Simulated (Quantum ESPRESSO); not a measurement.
## LuAs (Fm-3m): zone-centre phonons

Which modes does LuAs (Fm-3m) have at the zone centre?

Calculated with Quantum ESPRESSO 7.5; DFT LDA, scalar-relativistic, plane waves, JTH PAW pseudopotentials.

## 1. Set-up

It takes space group Fm-3m (No. 225, cubic). The conventional cell has a = 5.676 Å, b = 5.676 Å, c = 5.676 Å, α = 90.00°, β = 90.00°, γ = 90.00°. Nearest to Lu lie 6 As at 2.84 Å. Nearest to As lie 6 Lu at 2.84 Å. Farther neighbours are not listed.

## 2. A first look

Before anything dear is run, a loose run with smearing shows whether this is a metal and how far the cell is from rest.

Input file probe.in:

```
&control
   calculation = 'scf'
   prefix = 'x'
   outdir = './tmp'
   pseudo_dir = './pseudo'
   tprnfor = .true.
   tstress = .true.
   verbosity = 'high'
/
&system
   ibrav = 0
   nat = 2
   ntyp = 2
   ecutwfc = 40.0
   ecutrho = 200.0
   occupations = 'smearing'
   smearing = 'gaussian'
   degauss = 0.01
/
&electrons
   conv_thr = 1.0d-07
   mixing_beta = 0.7
   electron_maxstep = 100
/
ATOMIC_SPECIES
 Lu    174.9668  Lu.upf
 As     74.9216  As.upf
CELL_PARAMETERS angstrom
     0.000000000    2.838190747    2.838190747
     2.838190747    0.000000000    2.838190747
     2.838190747    2.838190747    0.000000000
ATOMIC_POSITIONS crystal
 Lu     0.500000000   0.500000000   0.500000000
 As     0.000000000   0.000000000   0.000000000
K_POINTS automatic
 6 6 6 0 0 0
```

On the command line:

```bash
$ OMP_NUM_THREADS=1 mpirun -n 4 pw.x -nk 4 -in probe.in > probe.out
```

Log:

```text
[banners, grids, parts of the stress and lines that vanish by symmetry left out]
Program PWSCF v.7.5
     file Lu.upf: wavefunction(s)  5S 6S 5P 0P 5D 0D 4F 0F renormalized
     file As.upf: wavefunction(s)  4S 0S 0P 3D 0D renormalized
[...]
kinetic-energy cutoff     =      40.0000  Ry
     charge density cutoff     =     200.0000  Ry
     scf convergence threshold =      1.0E-07
[...]
Exchange-correlation= SLA PW NOGX NOGC
                           (   1   4   0   0   0   0   0)
[...]
48 Sym. Ops., with inversion, found
[...]
(     0          1          0      )
                  (     0          0          1      )
[...]
( -0.0000000  1.0000000  0.0000000 )
                  ( -0.0000000  0.0000000  1.0000000 )
[...]
(     1          0         -1      )
[...]
(  0.0000000 -1.0000000 -0.0000000 )
[...]
(    -1          1          0      )
                  (     0          1         -1      )
[...]
( -1.0000000  0.0000000 -0.0000000 )
                  ( -0.0000000  1.0000000 -0.0000000 )
[...]
number of k points=    16  Gaussian smearing, width (Ry)=  0.0100
[...]
End of self-consistent calculation
[...]
the Fermi energy is    14.7344 ev
!    total energy              =   -1413.73586487 Ry
[...]
convergence has been achieved in  20 iterations
[...]
atom    1 type  1   force =     0.00000000    0.00000000    0.00000000
     atom    2 type  2   force =     0.00000000    0.00000000    0.00000000
[...]
Total force =     0.000000     Total SCF correction =     0.000000
[...]
total   stress  (Ry/bohr**3)                   (kbar)     P=      -39.65
[...]
XML data file, charge density, pseudopotentials, collected wavefunctions

   JOB DONE.
```

Run time: 10 s. Hardware: 4 MPI ranks of Arm Neoverse V1, shared host; 40 s of CPU time.

Read from the output:

```yaml
volume_per_atom: 22.86 Å³
pressure: -3.965 GPa
gap_on_the_k_mesh: 0 eV
```

No gap opens on this mesh, so smearing is kept; the start stands at -4.0 GPa.

## 3. Relaxing the cell and atoms

The relaxation runs at a cutoff a fifth above that of the response, since stress converges more slowly with the basis than frequencies do. Forces and stress are brought to rest with tight thresholds.

Input file relax.in:

```
&control
   calculation = 'vc-relax'
   prefix = 'x'
   outdir = './tmp'
   pseudo_dir = './pseudo'
   tprnfor = .true.
   tstress = .true.
   forc_conv_thr = 2.0d-05
   etot_conv_thr = 1.0d-07
   nstep = 40
/
&system
   ibrav = 0
   nat = 2
   ntyp = 2
   ecutwfc = 48
   ecutrho = 240.0
   occupations = 'smearing'
   smearing = 'mv'
   degauss = 0.02
/
&electrons
   conv_thr = 1.0d-11
   mixing_beta = 0.7
   electron_maxstep = 100
/
&ions
/
&cell
   press_conv_thr = 0.2
/
ATOMIC_SPECIES
 Lu    174.9668  Lu.upf
 As     74.9216  As.upf
CELL_PARAMETERS angstrom
     0.000000000    2.838190747    2.838190747
     2.838190747    0.000000000    2.838190747
     2.838190747    2.838190747    0.000000000
ATOMIC_POSITIONS crystal
 Lu     0.500000000   0.500000000   0.500000000
 As     0.000000000   0.000000000   0.000000000
K_POINTS automatic
 10 10 10 0 0 0
```

On the command line:

```bash
$ OMP_NUM_THREADS=1 mpirun -n 4 pw.x -nk 4 -in relax.in > relax.out
```

Log:

```text
[banners, grids, parts of the stress and lines that vanish by symmetry left out]
[banner, memory and clock lines left out]
Program PWSCF v.7.5

[...]
kinetic-energy cutoff     =      48.0000  Ry
     charge density cutoff     =     240.0000  Ry
     scf convergence threshold =      1.0E-11
[...]
energy convergence thresh.=      1.0E-07
     force convergence thresh. =      2.0E-05
     press convergence thresh. =      2.0E-01
     Exchange-correlation= SLA PW NOGX NOGC
                           (   1   4   0   0   0   0   0)
[...]
48 Sym. Ops., with inversion, found
[...]
number of k points=    47  Marzari-Vanderbilt smearing, width (Ry)=  0.0200
[...]
c_bands:  1 eigenvalues not converged
[...]
End of self-consistent calculation
[...]
the Fermi energy is    14.9938 ev
!    total energy              =   -1413.73876657 Ry
[...]
convergence has been achieved in  23 iterations
[...]
atom    1 type  1   force =     0.00000000    0.00000000    0.00000000
     atom    2 type  2   force =     0.00000000    0.00000000    0.00000000
     Total force =     0.000000     Total SCF correction =     0.000000
[...]
total   stress  (Ry/bohr**3)                   (kbar)     P=      -56.26
[...]
number of bfgs steps    =   0
[...]
CELL_PARAMETERS (angstrom)
[...]
ATOMIC_POSITIONS (crystal)
Lu               0.5000000000        0.5000000000        0.5000000000
As               0.0000000000        0.0000000000        0.0000000000
[...]
New effective cutoffs (rho, wfc):  244.48   48.92
[...]
c_bands:  2 eigenvalues not converged
     c_bands:  2 eigenvalues not converged
     c_bands:  1 eigenvalues not converged
[...]
End of self-consistent calculation
[...]
the Fermi energy is    15.4996 ev
!    total energy              =   -1413.74147020 Ry
[...]
convergence has been achieved in  27 iterations
[...]
atom    1 type  1   force =    -0.00000000    0.00000000   -0.00000000
     atom    2 type  2   force =     0.00000000    0.00000000    0.00000000
     Total force =     0.000000     Total SCF correction =     0.000000
[...]
total   stress  (Ry/bohr**3)                   (kbar)     P=      -33.89
[...]
number of bfgs steps    =   1
[...]
CELL_PARAMETERS (angstrom)
[...]
ATOMIC_POSITIONS (crystal)
Lu               0.5000000000        0.5000000000        0.5000000000
As               0.0000000000        0.0000000000        0.0000000000
[...]
New effective cutoffs (rho, wfc):  251.44   50.32
[...]
End of self-consistent calculation
[...]
the Fermi energy is    16.2605 ev
!    total energy              =   -1413.74281834 Ry
[...]
convergence has been achieved in  32 iterations
[...]
atom    1 type  1   force =     0.00000000   -0.00000000    0.00000000
     atom    2 type  2   force =     0.00000000    0.00000000    0.00000000
     Total force =     0.000000     Total SCF correction =     0.000000
[...]
total   stress  (Ry/bohr**3)                   (kbar)     P=        3.29
[...]
number of bfgs steps    =   2
[...]
CELL_PARAMETERS (angstrom)
[...]
ATOMIC_POSITIONS (crystal)
[...]
New effective cutoffs (rho, wfc):  250.83   50.19
[...]
End of self-consistent calculation
[...]
the Fermi energy is    16.1933 ev
!    total energy              =   -1413.74282935 Ry
[...]
convergence has been achieved in  29 iterations
[...]
atom    1 type  1   force =     0.00000000   -0.00000000   -0.00000000
     atom    2 type  2   force =    -0.00000000    0.00000000   -0.00000000
     Total force =     0.000000     Total SCF correction =     0.000000
[...]
total   stress  (Ry/bohr**3)                   (kbar)     P=       -0.22
[...]
number of bfgs steps    =   3
[...]
CELL_PARAMETERS (angstrom)
[...]
ATOMIC_POSITIONS (crystal)
[...]
New effective cutoffs (rho, wfc):  250.87   50.20
[...]
End of self-consistent calculation
[...]
the Fermi energy is    16.1975 ev
!    total energy              =   -1413.74282939 Ry
[...]
convergence has been achieved in  27 iterations
[...]
atom    1 type  1   force =     0.00000000    0.00000000   -0.00000000
     atom    2 type  2   force =     0.00000000   -0.00000000   -0.00000000
     Total force =     0.000000     Total SCF correction =     0.000000
[...]
total   stress  (Ry/bohr**3)                   (kbar)     P=        0.02
[...]
bfgs converged in   5 scf cycles and   4 bfgs steps
[...]
End of BFGS Geometry Optimization
     Final enthalpy           =   -1413.7428293903 Ry
     File ./tmp/x.bfgs deleted, as requested
[...]
CELL_PARAMETERS (angstrom)
[...]
ATOMIC_POSITIONS (crystal)
Lu               0.5000000000        0.5000000000        0.5000000000
As              -0.0000000000       -0.0000000000        0.0000000000
[...]
Final scf calculation at the relaxed structure.
[...]
kinetic-energy cutoff     =      48.0000  Ry
     charge density cutoff     =     240.0000  Ry
     scf convergence threshold =      1.0E-13
[...]
press convergence thresh. =      2.0E-01
     Exchange-correlation= SLA PW NOGX NOGC
                           (   1   4   0   0   0   0   0)
[...]
48 Sym. Ops., with inversion, found
[...]
number of k points=    47  Marzari-Vanderbilt smearing, width (Ry)=  0.0200
[...]
c_bands:  1 eigenvalues not converged
[...]
c_bands:  1 eigenvalues not converged
[...]
End of self-consistent calculation
[...]
the Fermi energy is    16.1977 ev
!    total energy              =   -1413.74257788 Ry
[...]
convergence has been achieved in  15 iterations
[...]
atom    1 type  1   force =     0.00000000   -0.00000000    0.00000000
     atom    2 type  2   force =    -0.00000000    0.00000000    0.00000000
     Total force =     0.000000     Total SCF correction =     0.000000
[...]
total   stress  (Ry/bohr**3)                   (kbar)     P=       -0.99
[...]
XML data file, charge density, pseudopotentials, collected wavefunctions
```

Elapsed: 4.4 min, on 4 MPI ranks.

Step by step:

| step | energy less that of the first step (eV) | largest force (eV/Å) | pressure (GPa) | volume (Å³) |
| --- | --- | --- | --- | --- |
| 1 | 0.0000 | 0.0000 | -5.63 | 45.73 |
| 2 | -0.0368 | 0.0000 | -3.39 | 44.43 |
| 3 | -0.0551 | 0.0000 | 0.33 | 42.59 |
| 4 | -0.0553 | 0.0000 | -0.02 | 42.75 |
| 5 | -0.0553 | 0.0000 | 0.00 | 42.74 |
| 6 | -0.0519 | 0.0000 | -0.10 | 42.74 |

| conventional cell, symmetrised | before | after | change |
| --- | --- | --- | --- |
| a (Å) | 5.676 | 5.550 | -2.2 % |
| b (Å) | 5.676 | 5.550 | -2.2 % |
| c (Å) | 5.676 | 5.550 | -2.2 % |
| volume (Å³/atom) | 22.86 | 21.37 | -6.5 % |

Final coordinates:

```
Lu As
1.0
     0.00000    2.77502    2.77502
     2.77502    0.00000    2.77502
     2.77502    2.77502    0.00000
Lu As
1 1
Direct
  0.50000 0.50000 0.50000
  0.00000 0.00000 0.00000
```

The last row of the table of steps is pw.x's closing run on a basis chosen anew for the final cell, so its energy can jump.

Numbers from this step:

```
volume per atom : 21.37 Å³
pressure        : -0.09900 GPa
```

The volume changes by -6.5 % from the cell with which this run began.

## 4. Ground state

The response is built on this ground state, so it is converged far tighter than an energy would need. Smearing stays on, as the first look found no gap above 0.3 eV.

Input file scf.in:

```
&control
   calculation = 'scf'
   prefix = 'x'
   outdir = './tmp'
   pseudo_dir = './pseudo'
   tprnfor = .true.
   tstress = .true.
/
&system
   ibrav = 0
   nat = 2
   ntyp = 2
   ecutwfc = 40.0
   ecutrho = 200.0
   occupations = 'smearing'
   smearing = 'mv'
   degauss = 0.02
/
&electrons
   conv_thr = 1.0d-12
   mixing_beta = 0.7
   electron_maxstep = 100
/
ATOMIC_SPECIES
 Lu    174.9668  Lu.upf
 As     74.9216  As.upf
CELL_PARAMETERS angstrom
     0.000000000    2.775019563    2.775019563
     2.775019563    0.000000000    2.775019563
     2.775019563    2.775019563    0.000000000
ATOMIC_POSITIONS crystal
 Lu     0.500000000   0.500000000   0.500000000
 As     0.000000000   0.000000000   0.000000000
K_POINTS automatic
 10 10 10 0 0 0
```

On the command line:

```bash
$ OMP_NUM_THREADS=1 mpirun -n 4 pw.x -nk 4 -in scf.in > scf.out
```

Log:

```text
[banners, grids, parts of the stress and lines that vanish by symmetry left out]
[banner, memory and clock lines left out]
Program PWSCF v.7.5

[...]
kinetic-energy cutoff     =      40.0000  Ry
     charge density cutoff     =     200.0000  Ry
     scf convergence threshold =      1.0E-12
[...]
Exchange-correlation= SLA PW NOGX NOGC
                           (   1   4   0   0   0   0   0)
[...]
48 Sym. Ops., with inversion, found
[...]
number of k points=    47  Marzari-Vanderbilt smearing, width (Ry)=  0.0200
[...]
c_bands:  1 eigenvalues not converged
[...]
End of self-consistent calculation
[...]
the Fermi energy is    16.1992 ev
!    total energy              =   -1413.74023629 Ry
[...]
convergence has been achieved in  22 iterations
[...]
atom    1 type  1   force =     0.00000000   -0.00000000   -0.00000000
     atom    2 type  2   force =    -0.00000000   -0.00000000    0.00000000
     Total force =     0.000000     Total SCF correction =     0.000000
[...]
total   stress  (Ry/bohr**3)                   (kbar)     P=       -2.50
[...]
XML data file, charge density, pseudopotentials, collected wavefunctions
```

The job ended after 24 s (4 MPI ranks; 94 s of CPU time).

Read from the output:

```
pressure : -0.25 GPa
```

The cell stands at -0.25 GPa, close enough for stiff modes, while soft ones can move.

(Part 1 of 2 ends here.)

[Host names and launcher messages were left out of these logs when they were recorded.]

[Logs are printed without paths, hosts, clocks, repeated set-up lines and the standing remarks that a program may print on its own settings, such as how far it seeks lower states.]

[Hosts, paths, dates, database ids (printed as entryN), source tags and the programs' standing remarks are cut or masked in the printed files.]
